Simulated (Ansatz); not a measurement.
# InAs wire along [110], 4 atoms a period, H-terminated: bands by functional and under strain

What gap, if any, does the InAs wire along [110], 4 atoms a period, H-terminated have, and how does it change with the functional and under strain?

Calculated with Ansatz 0.2.0; DFT PBE, plane waves, PAW; relaxation of a wire's period, in the first sound run; inputs show where later runs differ.

## Step 1: Starting point

The cell holds 10 atoms: 6 H, 2 In and 2 As. Cell: a = 13.365 Å, b = 11.895 Å, c = 4.377 Å, α = 90.0°, β = 90.0°, γ = 90.0°. Vacuum lies along a and b. The structure's axis is c.

Structure file:

```cif
data_structure
_symmetry_space_group_name_H-M 'P 1'
_symmetry_Int_Tables_number 1
_cell_length_a 13.3650
_cell_length_b 11.8950
_cell_length_c 4.3770
_cell_angle_alpha 90.000
_cell_angle_beta 90.000
_cell_angle_gamma 90.000
_cell_volume 695.84
loop_
_atom_site_label
_atom_site_type_symbol
_atom_site_fract_x
_atom_site_fract_y
_atom_site_fract_z
_atom_site_occupancy
H1 H 0.25440 0.53020 0.00000 1
In2 In 0.33129 0.40802 0.00000 1
As3 As 0.67865 0.59200 0.00000 1
H4 H 0.74561 0.69840 0.00000 1
H5 H 0.74561 0.48561 0.00000 1
As6 As 0.44708 0.40802 0.50000 1
H7 H 0.48597 0.71418 0.50000 1
H8 H 0.51403 0.30162 0.50000 1
In9 In 0.56286 0.59200 0.50000 1
H10 H 0.25440 0.28583 0.00000 1
```

## Step 2: Relaxing the period

Band widths follow the bond lengths, so the wire is relaxed first. The atoms and the third cell vector are free; the box across stays fixed as vacuum. A Fermi-Dirac smearing is set since the result may be a metal. The pressure printed is a third of the stress's trace over the whole box, vacuum included; only the stress along the axis is relaxed.

File input.yaml:

```yaml
crystal:
  lattice:
    - [13.365, 0.0, 0.0]
    - [0.0, 11.895, 0.0]
    - [0.0, 0.0, 4.3769909755]
  atoms:
    - { symbol: H, position: [0.25439581, 0.530199901, 0.0] }
    - { symbol: In, position: [0.331289448, 0.408017143, 0.0] }
    - { symbol: As, position: [0.678651963, 0.592001631, 0.0] }
    - { symbol: H, position: [0.745609906, 0.69839673, 0.0] }
    - { symbol: H, position: [0.745609906, 0.485606532, 0.0] }
    - { symbol: As, position: [0.447076953, 0.408017143, 0.5] }
    - { symbol: H, position: [0.485970819, 0.71418439, 0.5] }
    - { symbol: H, position: [0.514034897, 0.301622044, 0.5] }
    - { symbol: In, position: [0.562864458, 0.592001631, 0.5] }
    - { symbol: H, position: [0.25439581, 0.285834384, 0.0] }
kpoints:
  mp_grid: { grid: [1, 1, 19] }
scf:
  occupations: { method: fermi_dirac, width: 0.05 }
hamiltonian:
  xc: pbe
relax:
  cell: { fix: [a, b, alpha, beta, gamma] }
  max_steps: 60
```

Command:

```bash
> ansatz run input.yaml --threads 4 --pin off --max-ram 16384MiB --backend cpu --events-out ev --progress --plain --runs-dir out
```

Numbers of over 12 decimals in the logs are rounded to 6 here.

The log of the run:

```text
Engine: ansatz 0.2.0, x86_64-unknown-linux-gnu
Pseudopotentials: kind: paw
Pseudopotential: H, paw, valence charge 1, recommended cutoff 420 eV (normal), H.paw.azcp
Pseudopotential: In, paw, valence charge 13, recommended cutoff 420 eV (normal), In.paw.azcp
Pseudopotential: As, paw, valence charge 15, recommended cutoff 420 eV (normal), As.paw.azcp
Functional definition: PBE
  parameter kappa = 0.804
  parameter beta = 0.066725
  exchange = pbe_x(kappa = kappa, mu = beta*pi^2/3)
  correlation = pbe_c(beta = beta)
Crystal: 10 atoms, lattice volume = 695.839 Å³
Basis set: ecut = 420 eV, 13637 PW (Γ), exchange–correlation on 180×160×60 points (8 copies of the dense FFT grid, shifted against one another)
Bands: 41, of which v1, the nominal top of the filled ones, is band 31 counted from 1 (30 counted from 0)
Symmetry: 2 space group operations
Space group: Pm (ITA 6), of the structure as read, at distance tolerance 8.9e-5 Å
k-points: 10 of 19
Non-local potential: H, projectors of the file, l = 0: 2, l = 1: 1
Non-local potential: In, projectors of the file, l = 0: 2, l = 1: 2, l = 2: 2, l = 3: 2
Non-local potential: As, projectors of the file, l = 0: 2, l = 1: 2, l = 2: 3, l = 3: 1
PAW form: soft (Blöchl's): semilocal exchange-correlation on the pseudo side does not see the compensation charge
PAW one-centre angular grid: H, 110 points (default); XC on 64 Gauss nodes
PAW one-centre angular grid: In, 590 points (default); XC on 64 Gauss nodes
PAW one-centre angular grid: As, 590 points (default); XC on 64 Gauss nodes
Initial density: superposition of atomic densities (neutral atoms: chi_scale 0, normalization atom), corrected by the library's trained network
Initial wavefunctions: pseudopotential atomic-orbital guess
Functional: x = pbe(κ = 0.804, μ = 0.219515), c = pbe(β = 0.066725)
SCF iter   1: F=—  HF=-21001.442779 eV  |F-HF|=—  |Δ(HF+E_count)|=         —  Δρ=2.29e-3  dr2=2.21e-1  ethr=1.77e-3  ⟨swp⟩=8.7  Hψ=2094  notcnv=0
preconditioner: auto → Resta (q_TF=auto, 1.823 Å⁻¹)  ε∞=1.5  [insulator: Δε(μ)=2.438 eV  Ē_g=13.194 eV  σ=0.050 eV  W_gap=1.00  n_scr=74 (ndim 8)  ℏωp=9.1 eV  f_vac=0.697  D(μ)=0.00/eV (n_scr^D=0)  ε∞_Penn≈1.5  vacuum switching on, ρ_ref=1.3e-2 e/Å³]
SCF iter   2: F=—  HF=-21001.373933 eV  |F-HF|=—  |Δ(HF+E_count)|=   6.88e-2  Δρ=1.13e-3  dr2=2.05e-2  ethr=3.56e-4  ⟨swp⟩=3.4  Hψ=655  notcnv=0  defer=46
SCF iter   3: F=—  HF=-21001.371567 eV  |F-HF|=—  |Δ(HF+E_count)|=   2.37e-3  Δρ=4.59e-4  dr2=2.68e-3  ethr=3.31e-5  ⟨swp⟩=2.1  Hψ=526  notcnv=0  defer=46
SCF iter   4: F=—  HF=-21001.372294 eV  |F-HF|=—  |Δ(HF+E_count)|=   7.27e-4  Δρ=1.78e-4  dr2=4.46e-4  ethr=4.33e-6  ⟨swp⟩=2.0  Hψ=451  notcnv=0  defer=46
SCF iter   5: F=—  HF=-21001.372476 eV  |F-HF|=—  |Δ(HF+E_count)|=   1.82e-4  Δρ=4.48e-5  dr2=1.99e-5  ethr=7.20e-7  ⟨swp⟩=2.0  Hψ=624  notcnv=0  defer=46
SCF iter   6: F=—  HF=-21001.372477 eV  |F-HF|=—  |Δ(HF+E_count)|=   1.68e-6  Δρ=1.50e-5  dr2=2.33e-6  ethr=3.20e-8  ⟨swp⟩=2.0  Hψ=664  notcnv=0  defer=46
SCF iter   7: F=—  HF=-21001.372478 eV  |F-HF|=—  |Δ(HF+E_count)|=   9.07e-7  Δρ=5.95e-6  dr2=3.30e-7  ethr=3.76e-9  ⟨swp⟩=2.7  Hψ=576  notcnv=0  defer=46
SCF iter   8: F=-21001.372478 eV  HF=-21001.372478 eV  |F-HF|=1.88e-8  |Δ(HF+E_count)|=   1.71e-7  Δρ=1.74e-6  dr2=2.53e-8  ethr=1.61e-10  ⟨swp⟩=4.4  Hψ=1192  notcnv=0
SCF 1 converged in 8 iterations: F = -21001.372478 eV  dr2 = 2.53e-8
  greatest PAW one-centre occupation: 0.999 electrons in one spin orbital (limit 2), on the As atom at site 2 (counted from 0), in its partial waves of l = 2
relax step   1: F+E_penalty+E_count = -21001.37247845 eV  Δ(F+E_penalty+E_count) = +0.000e0 eV  max|allowed force component| = 9.242e-1 eV/Å  Δτ_max = 0.0000 Å  P = -0.317 GPa  Ω = 695.839 Å³  fix = [a, b, alpha, beta, gamma]  reactions: a -0.358, b -0.874 GPa; gamma -0.113 GPa/rad  (8 SCF iters, dr2 threshold 1.00e-7 eV, accepted)
Crystal: 10 atoms, lattice volume = 699.706 Å³
Basis set: ecut = 420 eV, 13721 PW (Γ), exchange–correlation on 180×160×60 points (8 copies of the dense FFT grid, shifted against one another)
Initial density: handed on by an earlier stage of this run
Initial wavefunctions: those handed on with the density
iter 1 solved again at ethr=4.75e-4 eV; its pass at ethr=3.10e-3 eV (dr2=2.95e-1 eV) is discarded
SCF iter   1: F=—  HF=-21001.662704 eV  |F-HF|=—  |Δ(HF+E_count)|=         —  Δρ=6.34e-3  dr2=2.96e-1  ethr=4.75e-4  ⟨swp⟩=2.6  Hψ=2318  notcnv=0
preconditioner: auto → Resta (q_TF=auto, 1.822 Å⁻¹)  ε∞=1.5  [insulator: Δε(μ)=2.142 eV  Ē_g=13.202 eV  σ=0.050 eV  W_gap=1.00  n_scr=74 (ndim 8)  ℏωp=9.1 eV  f_vac=0.702  D(μ)=0.00/eV (n_scr^D=0)  ε∞_Penn≈1.5  vacuum switching on, ρ_ref=1.3e-2 e/Å³]
SCF iter   2: F=—  HF=-21001.589467 eV  |F-HF|=—  |Δ(HF+E_count)|=   7.32e-2  Δρ=3.12e-3  dr2=3.97e-2  ethr=4.75e-4  ⟨swp⟩=4.6  Hψ=786  notcnv=0  defer=6
SCF iter   3: F=—  HF=-21001.586391 eV  |F-HF|=—  |Δ(HF+E_count)|=   3.08e-3  Δρ=9.68e-4  dr2=6.41e-3  ethr=6.41e-5  ⟨swp⟩=2.9  Hψ=769  notcnv=0  defer=54
SCF iter   4: F=—  HF=-21001.585806 eV  |F-HF|=—  |Δ(HF+E_count)|=   5.86e-4  Δρ=2.40e-4  dr2=4.57e-4  ethr=1.03e-5  ⟨swp⟩=2.9  Hψ=627  notcnv=0  defer=54
SCF iter   5: F=—  HF=-21001.585806 eV  |F-HF|=—  |Δ(HF+E_count)|=   3.38e-7  Δρ=6.32e-5  dr2=2.77e-5  ethr=7.37e-7  ⟨swp⟩=2.0  Hψ=446  notcnv=0  defer=54
SCF iter   6: F=—  HF=-21001.585817 eV  |F-HF|=—  |Δ(HF+E_count)|=   1.13e-5  Δρ=1.42e-5  dr2=2.19e-6  ethr=4.47e-8  ⟨swp⟩=2.1  Hψ=492  notcnv=0  defer=54
SCF iter   7: F=-21001.585817 eV  HF=-21001.585818 eV  |F-HF|=8.83e-8  |Δ(HF+E_count)|=   3.44e-7  Δρ=4.35e-6  dr2=2.39e-7  ethr=1.61e-9  ⟨swp⟩=4.3  Hψ=1285  notcnv=0
SCF 2 converged in 7 iterations: F = -21001.585817 eV  dr2 = 2.39e-7
relax step   2: F+E_penalty+E_count = -21001.58581748 eV  Δ(F+E_penalty+E_count) = -2.133e-1 eV  max|allowed force component| = 6.734e-1 eV/Å  Δτ_max = 0.1959 Å  P = -0.009 GPa  Ω = 699.706 Å³  energy of the carried Pulay correction = -5.053e-4 eV  fix = [a, b, alpha, beta, gamma]  reactions: a -0.222, b +0.029 GPa; gamma -0.065 GPa/rad  (7 SCF iters, dr2 threshold 1.00e-6 eV, accepted)
Crystal: 10 atoms, lattice volume = 705.329 Å³
Basis set: ecut = 420 eV, 13825 PW (Γ), exchange–correlation on 180×160×60 points (8 copies of the dense FFT grid, shifted against one another)
iter 1 solved again at ethr=8.52e-5 eV; its pass at ethr=3.10e-3 eV (dr2=5.28e-2 eV) is discarded
SCF iter   1: F=—  HF=-21001.654548 eV  |F-HF|=—  |Δ(HF+E_count)|=         —  Δρ=3.22e-3  dr2=5.38e-2  ethr=8.52e-5  ⟨swp⟩=2.7  Hψ=2031  notcnv=0
[...]
relax step   9: F+E_penalty+E_count = -21001.68091860 eV  Δ(F+E_penalty+E_count) = -2.688e-3 eV  max|allowed force component| = 8.071e-3 eV/Å  Δτ_max = 0.0671 Å  P = -0.006 GPa  Ω = 716.745 Å³  energy of the carried Pulay correction = -2.699e-3 eV  fix = [a, b, alpha, beta, gamma]  reactions: a -0.013, b -0.002 GPa; gamma -0.000 GPa/rad  (7 SCF iters, dr2 threshold 9.12e-8 eV, accepted)
relax step  10: F+E_penalty+E_count = -21001.68065957 eV  Δ(F+E_penalty+E_count) = +2.590e-4 eV  max|allowed force component| = 1.295e-1 eV/Å  Δτ_max = 0.1331 Å  P = -0.068 GPa  Ω = 716.324 Å³  energy of the carried Pulay correction = -2.645e-3 eV  fix = [a, b, alpha, beta, gamma]  (10 SCF iters, rejected (line search))
relax step  11: F+E_penalty+E_count = -21001.68212553 eV  Δ(F+E_penalty+E_count) = -1.207e-3 eV  max|allowed force component| = 3.175e-2 eV/Å  Δτ_max = 0.0653 Å  P = -0.002 GPa  Ω = 716.409 Å³  energy of the carried Pulay correction = -2.656e-3 eV  fix = [a, b, alpha, beta, gamma]  reactions: a -0.022, b +0.007 GPa; gamma +0.003 GPa/rad  (9 SCF iters, accepted)
relax step  12: F+E_penalty+E_count = -21001.67976209 eV  Δ(F+E_penalty+E_count) = +2.363e-3 eV  max|allowed force component| = 8.773e-2 eV/Å  Δτ_max = 0.0980 Å  P = -0.035 GPa  Ω = 716.051 Å³  energy of the carried Pulay correction = -2.611e-3 eV  fix = [a, b, alpha, beta, gamma]  (7 SCF iters, dr2 threshold 6.30e-8 eV, rejected (line search))
relax step  13: F+E_penalty+E_count = -21001.68282549 eV  Δ(F+E_penalty+E_count) = -7.000e-4 eV  max|allowed force component| = 1.395e-2 eV/Å  Δτ_max = 0.0476 Å  P = -0.005 GPa  Ω = 716.314 Å³  energy of the carried Pulay correction = -2.644e-3 eV  fix = [a, b, alpha, beta, gamma]  reactions: a -0.011, b -0.013 GPa; gamma +0.008 GPa/rad  (9 SCF iters, accepted)
relax step  14: F+E_penalty+E_count = -21001.68288746 eV  Δ(F+E_penalty+E_count) = -6.198e-5 eV  max|allowed force component| = 2.054e-2 eV/Å  Δτ_max = 0.0221 Å  P = -0.012 GPa  Ω = 716.374 Å³  energy of the carried Pulay correction = -2.652e-3 eV  fix = [a, b, alpha, beta, gamma]  reactions: a -0.023, b -0.012 GPa; gamma -0.004 GPa/rad  (7 SCF iters, dr2 threshold 1.22e-8 eV, accepted)
relax step  15: F+E_penalty+E_count = -21001.68296029 eV  Δ(F+E_penalty+E_count) = -7.283e-5 eV  max|allowed force component| = 9.782e-3 eV/Å  Δτ_max = 0.0076 Å  P = -0.006 GPa  Ω = 716.399 Å³  energy of the carried Pulay correction = -2.655e-3 eV  fix = [a, b, alpha, beta, gamma]  reactions: a -0.017, b -0.007 GPa; gamma +0.000 GPa/rad  (5 SCF iters, dr2 threshold 2.64e-8 eV, accepted)
relax step  16: F+E_penalty+E_count = -21001.68617739 eV  Δ(F+E_penalty+E_count) = -3.217e-3 eV  max|allowed force component| = 1.044e-2 eV/Å  Δτ_max = 0.0000 Å  P = -0.003 GPa  Ω = 716.399 Å³  fix = [a, b, alpha, beta, gamma]  reactions: a -0.015, b -0.006 GPa; gamma -0.000 GPa/rad  stress off target by 1.16e-2 GPa on what of the cell is left free  SCF on the basis re-selected at this cell (its energy is not comparable with the rows above)  (6 SCF iters)
relax step  17: F+E_penalty+E_count = -21001.68618579 eV  Δ(F+E_penalty+E_count) = -8.398e-6 eV  max|allowed force component| = 7.893e-3 eV/Å  Δτ_max = 0.0031 Å  P = -0.002 GPa  Ω = 716.399 Å³  fix = [a, b, alpha, beta, gamma]  reactions: a -0.014, b -0.004 GPa; gamma +0.001 GPa/rad  (5 SCF iters, dr2 threshold 6.81e-9 eV, accepted)
iter 1 solved again at ethr=6.64e-8 eV; its pass at ethr=3.10e-3 eV (dr2=4.11e-5 eV) is discarded
SCF iter   1: F=—  HF=-21001.686157 eV  |F-HF|=—  |Δ(HF+E_count)|=         —  Δρ=6.17e-7  dr2=2.61e-9  ethr=6.64e-8  ⟨swp⟩=3.3  Hψ=3154  notcnv=0
eigensolver tolerance schedule: the retry pair's looser diagonalisation over-reported the residual by 15751.88 of it (diagonalisation noise at 0.51 of the residual, at the tolerance the schedule requests for it); recorded, not acted on — ethr = c·dr2/N_el stays at c = 1.0e-1
SCF iter   2: F=—  HF=-21001.686186 eV  |F-HF|=—  |Δ(HF+E_count)|=   2.85e-5  Δρ=3.58e-7  dr2=9.25e-10  ethr=4.21e-12  ⟨swp⟩=3.1  Hψ=981  notcnv=0
SCF iter   3: F=—  HF=-21001.686186 eV  |F-HF|=—  |Δ(HF+E_count)|=  5.09e-11  Δρ=1.89e-7  dr2=1.75e-10  ethr=1.49e-12  ⟨swp⟩=2.1  Hψ=483  notcnv=0
SCF iter   4: F=-21001.686186 eV  HF=-21001.686186 eV  |F-HF|=4.00e-11  |Δ(HF+E_count)|=  1.20e-10  Δρ=5.31e-8  dr2=3.02e-11  ethr=1.00e-12  ⟨swp⟩=4.4  Hψ=1334  notcnv=0
SCF 18 converged in 4 iterations: F = -21001.686186 eV  dr2 = 3.02e-11
relax step  18: F+E_penalty+E_count = -21001.68618579 eV  Δ(F+E_penalty+E_count) = -6.839e-10 eV  max|allowed force component| = 7.893e-3 eV/Å  Δτ_max = 0.0000 Å  P = -0.002 GPa  Ω = 716.399 Å³  fix = [a, b, alpha, beta, gamma]  reactions: a -0.014, b -0.004 GPa; gamma +0.001 GPa/rad  stress off target by 1.20e-2 GPa on what of the cell is left free  SCF on the basis re-selected at this cell (its energy is not comparable with the rows above)  (4 SCF iters)
basis re-selected at this cell: Δ(F+E_penalty+E_count) = -6.839e-10 eV, ΔP = -0.000 GPa vs the last step (what re-selecting the basis moved, of the pressure what is left beyond the Pulay correction that the steps carried, after the strain that the cell walked since its last selection, with what the two solves' SCF thresholds leave and, on support functions, any second-order correction that the steps lacked; it is no  [...]
SCF converged after 4 iterations
Free energy (F): -21001.686186 eV
Harris-Foulkes:  -21001.686186 eV  (|F-HF|=4.00e-11)
Internal energy: -21001.686186 eV  (E = F + TS)
E sigma→0 (E₀):  -21001.686186 eV
Fermi energy:    -2.225011 eV
--- Per-component energies (eV) ---
  E_band       = -1257.416750
  E_kinetic    = 767.594349
  E_local      = -19227.885486  (includes V_loc(G=0)·N_el)
  E_nonlocal   = -597.402651
  E_hartree    = 9185.358442
  E_xc         = -638.486686
  E_vxc        = -420.638011  (∫ρ·V_xc dr)
  E_paw        = -11985.246471  (= ΣΔE_a)
  E_vpaw       = -149.794940  (= ΣTr[D̂ρ^β])
  E_aug_tail   = -0.006848  (compensation charges beyond the density's cutoff)
  E_ewald      = 1494.389164
  E_smearing   = -0.000000  (= −TS)
  E_closure    = -0.000000  (closes the sum)
  Σ components = -21001.686186   (vs F -21001.686186, Δ=0.00e0)
--- Forces (eV/Å), atoms counted from 1 ---
  atom   1  H      0.00199588    -0.00205737     0.00000000
  atom   2  In    -0.00280247    -0.00089030     0.00000000
  atom   3  As     0.00789336    -0.00281562     0.00000000
  atom   4  H     -0.00480542    -0.00357208     0.00000000
  atom   5  H     -0.00313587     0.00504134    -0.00000000
  atom   6  As    -0.00072642    -0.00011397     0.00000000
  atom   7  H      0.00043194    -0.00178451     0.00000000
  atom   8  H      0.00019548     0.00068550    -0.00000000
  atom   9  In     0.00022641     0.00151760    -0.00000000
  atom  10  H      0.00072881     0.00398877    -0.00000000
  max |Σ_I F_I| component: 1.70e-6 eV/Å
--- Stress (GPa, compression-positive) ---
       -0.014187      -0.000632       0.000000
       -0.000632      -0.004016      -0.000000
        0.000000      -0.000000       0.012003
  P = ⅓ Tr σ = -0.0021 GPa (-0.021 kbar)
--- Relaxed structure (16 steps of the walk, 14 accepted, 2 SCFs on fresh bases) ---
  F+E_penalty+E_count = -21001.68618579 eV   max|allowed force component| = 7.893e-3 eV/Å   (the final SCF, on the basis selected at the relaxed cell)
  cell:  # Å, volume = 716.3991 Å³
    - [13.365, 0, 0.0]
    - [0, 11.895, 0.0]
    - [0.0, 0.0, 4.506316]
  atoms:
    - { symbol: H, position: [0.238663, 0.513545, 0.0] }
    - { symbol: In, position: [0.322914, 0.402515, 0.0] }
    - { symbol: As, position: [0.665945, 0.582680, 0.0] }
    - { symbol: H, position: [0.760929, 0.653045, 0.0] }
    - { symbol: H, position: [0.716111, 0.468313, 0.0] }
    - { symbol: As, position: [0.434510, 0.436384, 0.5] }
    - { symbol: H, position: [0.515181, 0.747941, 0.5] }
    - { symbol: H, position: [0.512366, 0.342769, 0.5] }
    - { symbol: In, position: [0.555126, 0.609314, 0.5] }
    - { symbol: H, position: [0.298154, 0.259374, 0.0] }
```

Wall time 75 s (4 threads of Intel Xeon Platinum 8375C at 2.90GHz (Ice Lake), shared host); peak memory 1.2 GiB.

Relaxation path:

```tsv
step	energy less that of the first step (eV)	largest force component (eV/Å)	pressure (GPa)	volume (Å³)
1	0.0000	0.9242	-0.32	695.84
2	-0.2133	0.6734	-0.01	699.71
3	-0.2706	0.1202	0.05	705.33
4	-0.2815	0.0761	0.04	709.99
5	-0.2897	0.1069	-0.01	717.17
6	-0.2988	0.0418	-0.01	716.02
7	-0.2999	0.3766	-0.12	716.80
8	-0.3058	0.0382	-0.02	718.02
9	-0.3084	0.0081	-0.01	716.74
10	-0.3082	0.1295	-0.07	716.32
11	-0.3096	0.0317	0.00	716.41
12	-0.3073	0.0877	-0.03	716.05
13	-0.3103	0.0139	-0.01	716.31
14	-0.3104	0.0205	-0.01	716.37
15	-0.3105	0.0098	-0.01	716.40
16*	-0.3137	0.0104	0.00	716.40
17	-0.3137	0.0079	0.00	716.40
18*	-0.3137	0.0079	0.00	716.40
```

Relaxation steps marked * repeat the geometry before them on a plane-wave basis chosen anew for their cell, so energy and pressure can jump there. Relaxation steps 10, 12 were tried and not accepted.

The run keeps the 2 symmetry operations that it works with, so distortions that break them were not tested.

```tsv
cell as run	before	after	change
c (Å)	4.377	4.506	+3.0 %
```

The atoms that moved most (Å, along periodic axes as changes of fractional coordinates times the final cell, across vacuum about the mean position):

```tsv
atom	dx	dy	dz	length
H10	0.585	-0.315	0.000	0.664
H4	0.205	-0.539	0.000	0.577
H7	0.390	0.402	0.000	0.560
H8	-0.022	0.489	0.000	0.490
H5	-0.394	-0.206	0.000	0.445
As6	-0.168	0.337	0.000	0.377
H1	-0.210	-0.198	0.000	0.289
In9	-0.103	0.206	0.000	0.230
```

Final coordinates:

```cif
data_structure
_symmetry_space_group_name_H-M 'P 1'
_symmetry_Int_Tables_number 1
_cell_length_a 13.3650
_cell_length_b 11.8950
_cell_length_c 4.5063
_cell_angle_alpha 90.000
_cell_angle_beta 90.000
_cell_angle_gamma 90.000
_cell_volume 716.40
loop_
_atom_site_label
_atom_site_type_symbol
_atom_site_fract_x
_atom_site_fract_y
_atom_site_fract_z
_atom_site_occupancy
H1 H 0.23866 0.51355 0.00000 1
In2 In 0.32291 0.40252 0.00000 1
As3 As 0.66595 0.58268 0.00000 1
H4 H 0.76093 0.65305 0.00000 1
H5 H 0.71611 0.46831 0.00000 1
As6 As 0.43451 0.43638 0.50000 1
H7 H 0.51518 0.74794 0.50000 1
H8 H 0.51237 0.34277 0.50000 1
In9 In 0.55513 0.60931 0.50000 1
H10 H 0.29815 0.25937 0.00000 1
```

Numbers from this step:

- cell length along the wire: 4.506 Å

The cell's length comes to 4.506 Å with spin left out.

[end of part 1 of 3]

[Logs are printed without paths, hosts, clocks, repeated set-up lines and the standing remarks that a program may print on its own settings, such as how far it seeks lower states.]

[Hosts, paths, dates, database ids (printed as entryN), source tags and the programs' standing remarks are cut or masked in the printed files.]
